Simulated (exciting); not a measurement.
# F K-edge absorption of CsMgF3, all-electron BSE, part 3 of 3

Aim: the F K absorption edge of CsMgF3 with the electron–hole interaction treated explicitly, and what each term of the kernel does.

exciting sodium; X-ray absorption, core-level Bethe-Salpeter equation, exchange and statically screened direct term, Tamm-Dancoff, all-electron LAPW+lo LDA.

So far. Step 6 (Exchange alone): Maxima (height): 2.5 eV (0.29), 5.4 eV (0.56), 7.9 eV (0.38), 11.5 eV (0.32) and 18.7 eV (0.28); 1 lower ones aren't listed. Against the independent-particle run the r.m.s. difference is 2 %. Step 8 (Ground state with other settings): Against the second ground state the total energy moves by 5818 meV an atom and the gap by -0.48 eV.

### 9. Another input

Contents of input.xml:

```
<input>
  <title>CsMgF3</title>
  <structure speciespath="." autormt="false" epslat="1.0e-5">
    <crystal>
      <basevect>8.0356956264 0.0000000000 0.0000000000</basevect>
      <basevect>0.0000000000 8.0356956264 0.0000000000</basevect>
      <basevect>0.0000000000 0.0000000000 8.0356956264</basevect>
    </crystal>
    <species speciesfile="Cs.xml" rmt="2.464">
      <atom coord="0.0000000000 0.0000000000 0.0000000000"/>
    </species>
    <species speciesfile="Mg.xml" rmt="2.240">
      <atom coord="0.5000000000 0.5000000000 0.5000000000"/>
    </species>
    <species speciesfile="F.xml" rmt="1.657">
      <atom coord="0.5000000000 0.5000000000 0.0000000000"/>
      <atom coord="0.5000000000 0.0000000000 0.5000000000"/>
      <atom coord="0.0000000000 0.5000000000 0.5000000000"/>
    </species>
  </structure>
  <groundstate do="skip" xctype="LDA_PW" ngridk="4 4 4" rgkmax="3.5" gmaxvr="14" nempty="8" swidth="0.001" maxscl="100" epsengy="1e-5"/>
  <xs xstype="BSE" ngridk="4 4 4" ngridq="4 4 4" vkloff="0.097 0.273 0.493" rgkmax="3.5" nempty="44" gqmax="3" lmaxapwwf="5" lmaxemat="2" broad="0.01654" tevout="true">
    <energywindow intv="23.601 25.218" points="439"/>
    <screening screentype="full" nempty="66"/>
    <BSE xas="true" xasspecies="3" xasatom="1" xasedge="K" bsetype="singlet" nstlxas="1 40"/>
    <qpointset>
      <qpoint>0 0 0</qpoint>
    </qpointset>
    <plan>
      <doonly task="xsgeneigvec"/>
      <doonly task="writepmatxs"/>
      <doonly task="scrgeneigvec"/>
      <doonly task="scrwritepmat"/>
      <doonly task="screen"/>
      <doonly task="scrcoulint"/>
      <doonly task="exccoulint"/>
    </plan>
  </xs>
</input>
```

Contents of input.xml for the last start (plan only):

```
  <plan>
    <doonly task="bse"/>
  </plan>
```

Started as:

```
$ OMP_NUM_THREADS=1 mpirun -n 4 exciting
$ OMP_NUM_THREADS=4 exciting
```

Numbers of over 12 decimals in the logs are rounded to 6 here.

What it wrote:

```text
| EXCITING SODIUM started for task xsgeneigvec ( 301)                          =
One-shot GS runs for BSE calculations
One-shot GS runs for k+qmt/2 grids
Info(xsgeneigvec): Generating eigenvectors for Q-point      1
Info(xsgeneigvec): Generation of eigenvectors finished
| EXCITING SODIUM started for task writepmatxs ( 320)                          =
Info(writepmatxs): Momentum matrix elements finished
| EXCITING SODIUM started for task scrgeneigvec ( 401)                         =
One-shot GS runs for BSE calculations
One-shot GS runs for k+qmt/2 grids
[...]
Info(setup_bse_block): Setting up RR part of hamiltonian
Info(setup_bse_block): Singlet spin state
Info(bse): Diagonalizing RR Hamiltonian (TDA)
Info(bse): Invoking Lapack routine ZHEEVR
      5120 eigen solutions found in the interval:
         i1=       1 i2=    5120
Info(bse): Writing excition energies and oscillator strengths to text file.
Info(makespectrum_dist): Making spectrum using formula for coupling with time reversed AR basis.
Info(makespectrum_dist): Using formalism for vanishing momentum transfer.
Info(writederived): Writing quantities derived from the macroscopic dielectric function.
Info(bselauncher): Spectrum finished for iqmt=  1
Info(bselauncher): All done for BSE type singlet
```

Wall time 20 min (4 MPI ranks of Arm Neoverse V1, shared host).

Wall time by task: xsgeneigvec 6.1 s, writepmatxs 8.6 s, scrgeneigvec 3.7 s, scrwritepmat 4.4 s, screen 2.5 min, scrcoulint 5.7 min, exccoulint 9.9 min, bse 79 s.

The input has a fault: the basis cutoff rgkmax is far too low. The spectrum differs from the singlet run by 54 % r.m.s. Moving the earlier curve by +1.4 eV leaves 13 %. The highest maximum lies at 2.4 eV (1.09), against 0.9 eV (1.00). The first bright state moves from -0.68 to 0.59 eV. The lowest bare transition of this run lies at 1.59 eV, against 0.37. A small basis shifts bands and core levels against each other.

| E (eV) | first run | this run |
| --- | --- | --- |
| -4.0 | 0.03 | 0.02 |
| -3.0 | 0.05 | 0.02 |
| -2.0 | 0.10 | 0.04 |
| -1.0 | 0.47 | 0.08 |
| 0.0 | 0.70 | 0.27 |
| 1.0 | 1.00 | 0.73 |
| 2.0 | 0.49 | 0.78 |
| 3.0 | 0.50 | 0.66 |
| 4.0 | 0.35 | 0.52 |
| 5.0 | 0.22 | 0.42 |
| 6.0 | 0.20 | 0.25 |
| 7.0 | 0.19 | 0.20 |
| 8.0 | 0.16 | 0.22 |
| 9.0 | 0.19 | 0.17 |
| 10.0 | 0.15 | 0.16 |
| 11.0 | 0.10 | 0.17 |
| 12.0 | 0.07 | 0.18 |
| 13.0 | 0.07 | 0.12 |
| 14.0 | 0.16 | 0.09 |
| 15.0 | 0.20 | 0.09 |
| 16.0 | 0.20 | 0.13 |
| 17.0 | 0.18 | 0.21 |
| 18.0 | 0.12 | 0.19 |
| 19.0 | 0.11 | 0.20 |
| 20.0 | 0.17 | 0.16 |
| 21.0 | 0.17 | 0.12 |
| 22.0 | 0.18 | 0.18 |

### 10. The levels of theory side by side

| level | curve passes 0.15 (eV) | highest maximum (eV) | its height |
| --- | --- | --- | --- |
| IP | 1.9 | 5.3 | 0.57 |
| RPA | 1.9 | 5.4 | 0.56 |
| singlet | -1.7 | 0.9 | 1.00 |

| E (eV) | IP | RPA | singlet |
| --- | --- | --- | --- |
| -4.0 | 0.01 | 0.01 | 0.03 |
| -3.0 | 0.01 | 0.01 | 0.05 |
| -2.0 | 0.01 | 0.01 | 0.10 |
| -1.0 | 0.02 | 0.02 | 0.47 |
| 0.0 | 0.03 | 0.03 | 0.70 |
| 1.0 | 0.06 | 0.06 | 1.00 |
| 2.0 | 0.18 | 0.17 | 0.49 |
| 3.0 | 0.27 | 0.26 | 0.50 |
| 4.0 | 0.32 | 0.31 | 0.35 |
| 5.0 | 0.52 | 0.51 | 0.22 |
| 6.0 | 0.48 | 0.48 | 0.20 |
| 7.0 | 0.38 | 0.39 | 0.19 |
| 8.0 | 0.38 | 0.38 | 0.16 |
| 9.0 | 0.31 | 0.31 | 0.19 |
| 10.0 | 0.26 | 0.26 | 0.15 |
| 11.0 | 0.28 | 0.28 | 0.10 |
| 12.0 | 0.26 | 0.26 | 0.07 |
| 13.0 | 0.15 | 0.15 | 0.07 |
| 14.0 | 0.10 | 0.10 | 0.16 |
| 15.0 | 0.09 | 0.09 | 0.20 |
| 16.0 | 0.14 | 0.14 | 0.20 |
| 17.0 | 0.22 | 0.23 | 0.18 |
| 18.0 | 0.24 | 0.24 | 0.12 |
| 19.0 | 0.25 | 0.25 | 0.11 |
| 20.0 | 0.13 | 0.13 | 0.17 |
| 21.0 | 0.19 | 0.19 | 0.17 |
| 22.0 | 0.24 | 0.24 | 0.18 |

### 11. Outcome

| Item | Value |
| --- | --- |
| absorber and edge | F K, atom 3 |
| surroundings | 2 Mg at 2.13 Å (linear, site symmetry 4/mmm) |
| first bright state | -0.68 eV from the Kohn–Sham onset, on this mesh |
| highest maximum | 0.9 eV |
| cost of the BSE run | 27 min on 4 MPI ranks of Arm Neoverse V1, shared host; the last task ran on as many threads |

Is a core exciton bound? Yes on this mesh: the first bright state (over 5 % of the brightest) lies at -0.68 eV from the Kohn–Sham onset and at -1.05 eV from the lowest bare transition of its own mesh; weaker or dark states reach down to -1.55 eV. Exchange alone changes the independent-particle spectrum by 1.7 % r.m.s. A mesh of 64 points doesn't converge binding energies, and fine structure above the first lines is partly noise of the mesh. Exchange and the short-range direct term aren't converged in the kernel cutoff. The zero comes from the unshifted 4×4×4 ground-state mesh; it is exact only where the band minimum lies on that mesh. The Kohn–Sham onset, 653 eV, is no photon energy: the scale needs a rigid shift. Bands and screening come from semilocal DFT, whose small gap overscreens. Vibrations and energy-dependent lifetimes are left out. The structure is a Materials Project entry, computed there, and may be a hypothetical form.

[Banner, clock and machine lines of the logs are left out without a mark of their own.]

[Logs are printed without paths, hosts, clocks, repeated set-up lines and the standing remarks that a program may print on its own settings, such as how far it seeks lower states.]

[Hosts, paths, dates, database ids (printed as entryN), source tags and the programs' standing remarks are cut or masked in the printed files.]
